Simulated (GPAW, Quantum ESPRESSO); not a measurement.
The O K edge of atom 2 in HfO2 (Fm-3m), with 4 Hf at 2.21 Å (tetrahedral, site symmetry -43m), was computed in 2 ways: full core hole (charged cell) and no core hole. Program and functional: Quantum ESPRESSO XSpectra, PBE, without spin-orbit coupling, Lorentzian half width 0.3 eV up to 4 eV, rising linearly to 2.5 eV at 25 eV; cells of 3 and 18 atoms (the run without a hole in the smaller).

Each run is counted from its own lowest empty level or Fermi level and scaled to a mean of 1 over its first 20 eV. (XSpectra's own axis starts at xe0, in the gap; it has been shifted.)

| E (eV) | run 1 | run 2 |
| --- | --- | --- |
| -2.0 | 0.06 | 0.05 |
| -1.4 | 0.08 | 0.07 |
| -0.8 | 0.14 | 0.11 |
| -0.2 | 0.38 | 0.28 |
| 0.4 | 1.56 | 1.06 |
| 1.0 | 0.86 | 1.13 |
| 1.6 | 0.46 | 0.47 |
| 2.2 | 0.49 | 0.30 |
| 2.8 | 1.26 | 0.58 |
| 3.4 | 2.27 | 1.05 |
| 4.0 | 2.45 | 1.58 |
| 4.6 | 1.94 | 2.08 |
| 5.2 | 1.48 | 2.03 |
| 5.8 | 1.17 | 1.73 |
| 6.4 | 0.99 | 1.33 |
| 7.0 | 0.89 | 1.10 |
| 7.6 | 0.90 | 1.01 |
| 8.2 | 0.98 | 1.08 |
| 8.8 | 1.01 | 1.15 |
| 9.4 | 0.92 | 1.10 |
| 10.0 | 0.81 | 0.96 |
| 10.6 | 0.77 | 0.87 |
| 11.2 | 0.82 | 0.87 |
| 11.8 | 0.88 | 0.93 |
| 12.4 | 0.91 | 0.96 |
| 13.0 | 0.89 | 0.96 |
| 13.6 | 0.85 | 0.92 |
| 14.2 | 0.82 | 0.88 |
| 14.8 | 0.79 | 0.85 |
| 15.4 | 0.78 | 0.83 |
| 16.0 | 0.77 | 0.81 |
| 16.6 | 0.75 | 0.79 |
| 17.2 | 0.73 | 0.77 |
| 17.8 | 0.72 | 0.75 |
| 18.4 | 0.71 | 0.73 |
| 19.0 | 0.72 | 0.73 |
| 19.6 | 0.74 | 0.75 |
| 20.2 | 0.76 | 0.77 |
| 20.8 | 0.78 | 0.79 |
| 21.4 | 0.79 | 0.81 |
| 22.0 | 0.78 | 0.82 |
| 22.6 | 0.75 | 0.80 |
| 23.2 | 0.71 | 0.77 |
| 23.8 | 0.67 | 0.73 |
| 24.4 | 0.63 | 0.69 |
| 25.0 | 0.60 | 0.65 |
| 25.6 | 0.57 | 0.62 |
| 26.2 | 0.55 | 0.59 |
| 26.8 | 0.54 | 0.57 |
| 27.4 | 0.54 | 0.55 |
| 28.0 | 0.54 | 0.55 |
| 28.6 | 0.54 | 0.55 |
| 29.2 | 0.55 | 0.55 |
| 29.8 | 0.55 | 0.55 |
| 30.4 | 0.55 | 0.55 |
| 31.0 | 0.53 | 0.53 |
| 31.6 | 0.51 | 0.51 |

Which run is which?

Run 1: full core hole (charged cell) (area from −2 to 6 eV 8.6, main maxima 0.5 eV (1.69), 3.9 eV (2.52), 8.7 eV (1.01) and 12.4 eV (0.91)). Run 2: no core hole (area from −2 to 6 eV 7.4, main maxima 0.7 eV (1.47), 4.8 eV (2.12), 8.8 eV (1.16) and 12.6 eV (0.96)). With each curve scaled to its own mean, the area from −2 to 6 eV with the hole is 8.6 against 7.4, and the centre of weight from −1 to 20 eV moves by -0.5 eV: the hole pulls the absorber's empty states down.

[Hosts, paths, dates, database ids (printed as entryN), source tags and the programs' standing remarks are cut or masked in the printed files.]

[Lists of maxima count a maximum above −3 eV only where it reaches 4 % of the highest in the window and stands out from its surroundings by 2 % of it (1.5 % where it reaches 55 %); shoulders and weaker maxima are passed over, and of the rest the first, up to two pre-edge ones and the few strongest are named.]
